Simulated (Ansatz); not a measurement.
**Kohn anomalies in ZrB2 (P6/mmm)**

Does ZrB2 (P6/mmm) have a Kohn anomaly or a soft branch that a wide smearing hides? The first relaxation steps of the session are not shown, so no cell shown is the starting entry, unless a step says so.

Program: Ansatz 0.2.0. Level of theory: DFT PBE, scalar-relativistic, plane waves, PAW. Results are calculated unless marked as measured.

## 1. The cell after earlier relaxation steps

Symmetry: P6/mmm, No. 191, hexagonal system. Conventional cell: a = 3.170 Å, b = 3.170 Å, c = 3.545 Å, α = 90.00°, β = 90.00°, γ = 120.00°. Nearest to Zr lie 12 B at 2.55 Å. Nearest to B lie 3 B at 1.83 Å and 6 Zr at 2.55 Å. Farther neighbours are not listed.

Structure file:

```cif
data_structure
_symmetry_space_group_name_H-M 'P6/mmm'
_symmetry_Int_Tables_number 191
_cell_length_a 3.1699
_cell_length_b 3.1699
_cell_length_c 3.5448
_cell_angle_alpha 90.000
_cell_angle_beta 90.000
_cell_angle_gamma 120.000
_cell_volume 30.85
loop_
_atom_site_label
_atom_site_type_symbol
_atom_site_symmetry_multiplicity
_atom_site_Wyckoff_symbol
_atom_site_fract_x
_atom_site_fract_y
_atom_site_fract_z
_atom_site_occupancy
Zr1 Zr 1 a 0.00000 0.00000 0.00000 1
B1 B 2 d 0.33333 0.66667 0.50000 1
```

## 2. Tight relaxation

Phonons are second derivatives about the minimum, so the remaining forces must be small: the thresholds are tightened. Earlier relaxation steps are not shown.

The input, input.yaml:

```yaml
crystal:
  lattice:
    - [3.1698604175, 0.0, 0.0]
    - [-1.5849302087, 2.745179648, 0.0]
    - [0.0, 0.0, 3.5448252062]
  atoms:
    - { symbol: Zr, position: [0.0, 0.0, 0.0] }
    - { symbol: B, position: [0.3333333333, 0.6666666667, 0.5] }
    - { symbol: B, position: [0.6666666667, 0.3333333333, 0.5] }
kpoints:
  mp_grid: { grid: [9, 9, 8] }
hamiltonian:
  xc: pbe
scf:
  occupations: { method: methfessel_paxton, width: 0.2 }
output:
  forces: true
  stress: true
  eigenvalues: true
relax:
  adjacent_minimum: "off"
  f_tol: 0.001
  max_steps: 60
  cell: { stress_tol: 0.01 }
```

Command:

```bash
ansatz run input.yaml --threads 4 --pin off --max-ram 8192MiB --backend cpu --events-out ev --progress --plain --runs-dir out
```

Numbers of over 12 decimals in the logs are rounded to 6 here.

What it wrote:

```text
[the first part of the log is left out]
  E_vxc        = -271.218614  (∫ρ·V_xc dr)
  E_paw        = -3110.883104  (= ΣΔE_a)
  E_vpaw       = -85.272982  (= ΣTr[D̂ρ^β])
  E_aug_tail   = 0.000016  (compensation charges beyond the density's cutoff)
  E_ewald      = -1312.614948
  E_smearing   = -0.001662  (= −TS)
  E_closure    = -0.000000  (closes the sum)
  Σ components = -4498.710408   (vs F -4498.710408, Δ=0.00e0)
--- Forces (eV/Å), atoms counted from 1 ---
  atom   1  Zr    -0.00000000    -0.00000000     0.00000000
  atom   2  B     -0.00000000     0.00000000    -0.00000000
  atom   3  B      0.00000000    -0.00000000     0.00000000
  max |Σ_I F_I| component: 1.85e-16 eV/Å
--- Stress (GPa, compression-positive) ---
        0.003874      -0.000000      -0.000000
       -0.000000       0.003874      -0.000000
       -0.000000      -0.000000      -0.001503
  P = ⅓ Tr σ = 0.0021 GPa (0.021 kbar)
--- Band table (eV; the first three rows and the last of 60) ---
  k-point 0: bands = ["-32.8999", "-11.0881", "-10.5363", "-10.5363", "3.0185", "13.1268", "13.1268", "13.1559", "13.3711", "19.1206", "19.1206", "19.8761", "19.8761"]
  k-point 1: bands = ["-32.8972", "-11.1420", "-10.5326", "-10.5326", "3.2449", "11.9162", "13.2722", "13.2722", "14.5403", "18.1663", "18.1663", "19.4173", "19.4173"]
  k-point 2: bands = ["-32.8906", "-11.2692", "-10.5238", "-10.5238", "3.8536", "10.5433", "13.6952", "13.6952", "15.7991", "17.0467", "17.0467", "18.3450", "18.3450"]
  k-point 59: bands = ["-32.7527", "-11.1702", "-11.1354", "-11.1354", "7.0068", "7.0068", "10.8074", "13.0646", "13.0646", "19.7882", "21.7135", "21.7135", "22.2605"]
--- Relaxed structure (4 steps of the walk, 4 accepted, 1 SCFs on fresh bases) ---
  F+E_penalty+E_count = -4498.71040796 eV   max|allowed force component| = 1.974e-16 eV/Å   (the final SCF, on the basis selected at the relaxed cell)
  cell:  # Å, volume = 30.8553 Å³
    - [3.171571, -2.888304556661426e-11, 0.0]
    - [-1.585785, 2.746661, 0.0]
    - [0.0, 0.0, 3.542014]
  atoms:
    - { symbol: Zr, position: [0, 0, 0.0] }
    - { symbol: B, position: [0.333333, 0.666667, 0.500000] }
    - { symbol: B, position: [0.666667, 0.333333, 0.500000] }
```

Wall time 2.4 s (4 threads of Arm Neoverse V1, shared host); peak memory 0.34 GiB.

Little changed from the start: no atom moved by 0.005 Å and no cell edge by 0.1 %.

Numbers from this step:

| Quantity | Value |
| --- | --- |
| pressure | 0.002082 GPa |
| volume per atom | 10.29 Å³ |
| metallic on mesh | yes |
| gap on the k-mesh | 0 eV |

The largest force is now zero by symmetry and the largest stress component 0.0039 GPa, small enough for phonons.

## 3. Wavevectors along a line: Fermi–Dirac smearing of 0.1 eV

The smearing blurs the Fermi surface that screens the phonons; a Fermi–Dirac width is an electronic temperature.

The input, input.yaml:

```yaml
crystal:
  lattice:
    - [3.1715708854, 0.0, 0.0]
    - [-1.5857854427, 2.7466609567, 0.0]
    - [0.0, 0.0, 3.5420140007]
  atoms:
    - { symbol: Zr, position: [0.0, 0.0, 0.0] }
    - { symbol: B, position: [0.3333333333, 0.6666666667, 0.5] }
    - { symbol: B, position: [0.6666666667, 0.3333333333, 0.5] }
kpoints:
  mp_grid: { grid: [18, 18, 12] }
hamiltonian:
  xc: pbe
scf:
  occupations: { method: fermi_dirac, width: 0.1 }
output:
  eigenvalues: true
phonons:
  method: dfpt
  qpoints:
    - [0, 0, 0]
    - [0.166666667, 0.0, 0.0]
    - [0.333333333, 0.0, 0.0]
    - [0.5, 0.0, 0.0]
```

What it wrote:

```text
The run solves and reports these wavevectors of phonons.qpoints, in the list's order, at another value: [0.166666667, 0.0, 0.0] as [0.166667, 0.0, 0.0], [0.333333333, 0.0, 0.0] as [0.333333, 0.0, 0.0].
[...]
Crystal: 3 atoms, lattice volume = 30.855 Å³
Basis set: ecut = 420 eV, 575 PW (Γ), exchange–correlation on 48×48×48 points (8 copies of the dense FFT grid, shifted against one another)
Bands: 13, of which v1, the nominal top of the filled ones, is band 9 counted from 1 (8 counted from 0)
Symmetry: 24 space group operations
k-points: 259 of 3888
[...]
SCF iter   1: F=—  HF=-4498.725883 eV  |F-HF|=—  |Δ(HF+E_count)|=         —  Δρ=1.52e-3  dr2=6.12e-4  ethr=1.77e-3  ⟨swp⟩=4.8  Hψ=16340  notcnv=0
[...]
SCF iter   9: F=-4498.725821 eV  HF=-4498.725821 eV  |F-HF|=9.09e-13  |Δ(HF+E_count)|=  7.00e-11  Δρ=6.97e-8  dr2=9.00e-13  ethr=1.00e-12  ⟨swp⟩=3.8  Hψ=15312  notcnv=0
SCF 1 converged in 9 iterations: F = -4498.725821 eV  dr2 = 9.00e-13
[...]
NSCF: frozen V_eff on 259 k-points
[...]
DFPT response loops at q = (0, 0, 0) (fractional): preconditioner auto → Kerker (q_TF=auto, 2.494 Å⁻¹) (partly filled bands, converged f_vac=0.000); β = 1.00, the filter's whole step (`scf.mixing.beta` (0.50) is not read by the response loops under this deck's `scf.mixing.preconditioner`; to damp them name `kerker` or `kerker_dos`, under which they read `scf.mixing.beta`, and type it under 1.00, their step now; both keys bind the ground state too); Broyden in place of MSR1
[...]
SCF converged after 9 iterations
Free energy (F): -4498.725821 eV
[...]
Internal energy: -4498.716952 eV  (E = F + TS)
E sigma→0 (E₀):  -4498.721386 eV
Entropy (-TS):   -0.008869 eV (-2.956 meV/atom)
Fermi energy:    15.758852 eV
[...]
--- Band table (eV; the first three rows and the last of 259) ---
  k-point 0: bands = [... 5 lower, 13.1269, 13.1269, 13.1555, 13.3716, 19.1184, 19.1184, 19.8760, 19.8760]
  k-point 1: bands = [... 5 lower, 12.3706, 13.1918, 13.1918, 14.1226, 18.5814, 18.5814, 19.6639, 19.6639]
  k-point 2: bands = [... 5 lower, 11.4567, 13.3838, 13.3838, 14.9579, 17.7567, 17.7567, 19.1014, 19.1014]
  k-point 258: bands = [... 5 lower, 7.0064, 10.8061, 13.0655, 13.0655, 19.7852, 21.7116, 21.7116, 22.2602]
--- Phonons (Γ-DFPT): 4 representative perturbations + reference (Σ response iterations 12) ---
  ASR residual: 1.196e-4 → 0.000e0 eV/Å²; symmetrization residual: 7.640e-7 eV/Å²
  ASR residual per site (eV/Å²): 1.20e-4 1.26e-5 1.26e-5
  Γ frequencies (cm⁻¹): 0.00 0.00 0.00 448.18 448.18 466.95 550.46 766.87 766.87
  non-analytic LO–TO correction: not included (Born effective charges unavailable; polar crystals: no LO–TO splitting at Γ)
--- Phonons (arbitrary-q DFPT): 4 explicit q-points ---
  q = [0, 0, 0] (of the zone-centre solve; hermiticity 1.02e-7, symmetrization 5.57e-14): -0.00 0.00 0.00 448.18 448.18 466.95 550.46 766.87 766.87
  q = [0.166667, 0, 0] (4 solved perturbations in 6930 linear systems a pass and spin channel, the states on 2268 of 3888 k-point pairs; hermiticity 1.25e-7, symmetrization 8.19e-12): 121.60 121.62 171.18 460.46 480.78 484.90 557.89 745.25 781.58
[...]
sum rule: each row above includes the acoustic sum rule's correction from the zone centre's row sums; it moved no ω² by more than (0.60 cm⁻¹)²
```

The job ended after 2.9 min (4 threads; peak memory 2.5 GiB; 11 min of CPU time).

In the SCF lines HF is the Harris–Foulkes energy and dr2 the Hartree energy of the density residual, in eV; the loop may stop once dr2 is under the threshold and the program's other checks hold. Hψ counts applications of the Hamiltonian.

Each wavevector solved by linear response. Frequency against |q| along the line; 7 of 9 lines:

```
|q| along the line (Å⁻¹)  mode 1 (cm⁻¹)  mode 2 (cm⁻¹)  mode 3 (cm⁻¹)  mode 4 (cm⁻¹)  mode 5 (cm⁻¹)  mode 6 (cm⁻¹)  mode 7 (cm⁻¹)
                   0.000              0              0              0            448            448            467            550
                   0.381            122            122            171            460            481            485            558
                   0.762            200            203            259            488            507            547            594
                   1.144            226            230            291            510            524            533            686
```

## 4. Phonons along a line: Fermi–Dirac smearing of 0.25 eV

Each wavevector is solved by itself, so no interpolation smooths a dip of the branch.

input.yaml: that of step 3 with these lines changed.

```diff
@@ -14,3 +14,3 @@
 scf:
-  occupations: { method: fermi_dirac, width: 0.1 }
+  occupations: { method: fermi_dirac, width: 0.25 }
 output:
```

Wider smearing eases the sum over k-points of a metal but moves the result away from its zero-temperature value.

What it wrote:

```text
band count auto-derived: 14 (N_el = 18.0; filled up to band 9; 13 by the electrons, moments and atoms)
[...]
Crystal: 3 atoms, lattice volume = 30.855 Å³
Basis set: ecut = 420 eV, 575 PW (Γ), exchange–correlation on 48×48×48 points (8 copies of the dense FFT grid, shifted against one another)
Bands: 14, of which v1, the nominal top of the filled ones, is band 9 counted from 1 (8 counted from 0)
Symmetry: 24 space group operations
k-points: 259 of 3888
[...]
SCF iter   1: F=—  HF=-4498.753312 eV  |F-HF|=—  |Δ(HF+E_count)|=         —  Δρ=1.46e-3  dr2=5.13e-4  ethr=1.77e-3  ⟨swp⟩=5.0  Hψ=17609  notcnv=0
[...]
SCF iter   8: F=-4498.753124 eV  HF=-4498.753124 eV  |F-HF|=0.00e0  |Δ(HF+E_count)|=  3.03e-10  Δρ=1.08e-7  dr2=2.03e-12  ethr=1.00e-12  ⟨swp⟩=4.0  Hψ=16646  notcnv=0
SCF 1 converged in 8 iterations: F = -4498.753124 eV  dr2 = 2.03e-12
[...]
SCF converged after 8 iterations
Free energy (F): -4498.753124 eV
[...]
Internal energy: -4498.679567 eV  (E = F + TS)
E sigma→0 (E₀):  -4498.716346 eV
Entropy (-TS):   -0.073558 eV (-24.519 meV/atom)
Fermi energy:    15.688967 eV
[...]
--- Band table (eV; the first three rows and the last of 259) ---
  k-point 0: bands = [... 5 lower, 13.1280, 13.1280, 13.1550, 13.3725, 19.1193, 19.1193, 19.8764, 19.8764, ... 1 higher]
  k-point 1: bands = [... 5 lower, 12.3706, 13.1930, 13.1930, 14.1230, 18.5826, 18.5826, 19.6642, 19.6642, ... 1 higher]
  k-point 2: bands = [... 5 lower, 11.4566, 13.3851, 13.3851, 14.9585, 17.7581, 17.7581, 19.1017, 19.1017, ... 1 higher]
  k-point 258: bands = [... 5 lower, 7.0083, 10.8089, 13.0649, 13.0649, 19.7868, 21.7130, 21.7130, 22.2602, ... 1 higher]
[...]
ASR residual: 4.091e-4 → 0.000e0 eV/Å²; symmetrization residual: 5.101e-7 eV/Å²
  ASR residual per site (eV/Å²): 4.09e-4 2.70e-5 2.70e-5
  Γ frequencies (cm⁻¹): 0.00 0.00 0.00 447.26 447.26 464.88 552.30 763.36 763.36
[...]
--- Phonons (arbitrary-q DFPT): 4 explicit q-points ---
[...]
```

The job ended after 3.1 min (4 threads; peak memory 2.6 GiB; 12 min of CPU time).

Each wavevector solved by linear response. Table of frequency by |q| along the line; 7 of 9 lines:

```
|q| along the line (Å⁻¹)  mode 1 (cm⁻¹)  mode 2 (cm⁻¹)  mode 3 (cm⁻¹)  mode 4 (cm⁻¹)  mode 5 (cm⁻¹)  mode 6 (cm⁻¹)  mode 7 (cm⁻¹)
                   0.000              0              0              0            447            447            465            552
                   0.381            121            121            171            459            478            483            556
                   0.762            199            202            256            487            504            546            592
                   1.144            225            229            287            510            522            531            685
```

Against step 3 (now smearing width 0.25 eV), the free energy moves by -9.1 meV an atom.

## 5. Wavevectors along a line: Fermi–Dirac smearing of 0.04 eV

Each wavevector is solved by itself, so no interpolation smooths a dip of the branch.

input.yaml: that of step 4 with these lines changed.

```diff
@@ -14,3 +14,3 @@
 scf:
-  occupations: { method: fermi_dirac, width: 0.25 }
+  occupations: { method: fermi_dirac, width: 0.04 }
 output:
```

Narrower smearing comes nearer the zero-temperature value but asks more of the mesh.

What it wrote:

```text
[...]
Crystal: 3 atoms, lattice volume = 30.855 Å³
Basis set: ecut = 420 eV, 575 PW (Γ), exchange–correlation on 48×48×48 points (8 copies of the dense FFT grid, shifted against one another)
Bands: 13, of which v1, the nominal top of the filled ones, is band 9 counted from 1 (8 counted from 0)
Symmetry: 24 space group operations
k-points: 259 of 3888
[...]
SCF iter   1: F=—  HF=-4498.722355 eV  |F-HF|=—  |Δ(HF+E_count)|=         —  Δρ=1.55e-3  dr2=6.65e-4  ethr=1.77e-3  ⟨swp⟩=5.2  Hψ=16570  notcnv=0
[...]
SCF iter   9: F=-4498.722277 eV  HF=-4498.722277 eV  |F-HF|=0.00e0  |Δ(HF+E_count)|=  5.82e-11  Δρ=6.75e-8  dr2=8.48e-13  ethr=1.00e-12  ⟨swp⟩=3.8  Hψ=15312  notcnv=0
SCF 1 converged in 9 iterations: F = -4498.722277 eV  dr2 = 8.48e-13
[...]
SCF converged after 9 iterations
Free energy (F): -4498.722277 eV
[...]
Internal energy: -4498.721055 eV  (E = F + TS)
E sigma→0 (E₀):  -4498.721666 eV
Entropy (-TS):   -0.001221 eV (-0.407 meV/atom)
Fermi energy:    15.791554 eV
[...]
--- Band table (eV; the first three rows and the last of 259) ---
  k-point 0: bands = [... 5 lower, 13.1265, 13.1265, 13.1559, 13.3712, 19.1188, 19.1188, 19.8761, 19.8761]
  k-point 1: bands = [... 5 lower, 12.3706, 13.1914, 13.1914, 14.1226, 18.5816, 18.5816, 19.6639, 19.6639]
  k-point 2: bands = [... 5 lower, 11.4566, 13.3834, 13.3834, 14.9580, 17.7568, 17.7568, 19.1015, 19.1015]
  k-point 258: bands = [... 5 lower, 7.0058, 10.8055, 13.0656, 13.0656, 19.7856, 21.7118, 21.7118, 22.2605]
[...]
ASR residual: 6.773e-5 → 0.000e0 eV/Å²; symmetrization residual: 7.717e-7 eV/Å²
  ASR residual per site (eV/Å²): 6.77e-5 7.71e-6 7.71e-6
  Γ frequencies (cm⁻¹): 0.00 0.00 0.00 447.93 447.93 467.63 554.60 769.33 769.33
[...]
--- Phonons (arbitrary-q DFPT): 4 explicit q-points ---
[...]
```

Wall time 2.9 min (4 threads); peak memory 2.5 GiB; 11 min of CPU time.

(Continued in part 2 of 2.)

[Logs are printed without paths, hosts, clocks, repeated set-up lines and the standing remarks that a program may print on its own settings, such as how far it seeks lower states.]

[Hosts, paths, dates, database ids (printed as entryN), source tags and the programs' standing remarks are cut or masked in the printed files.]
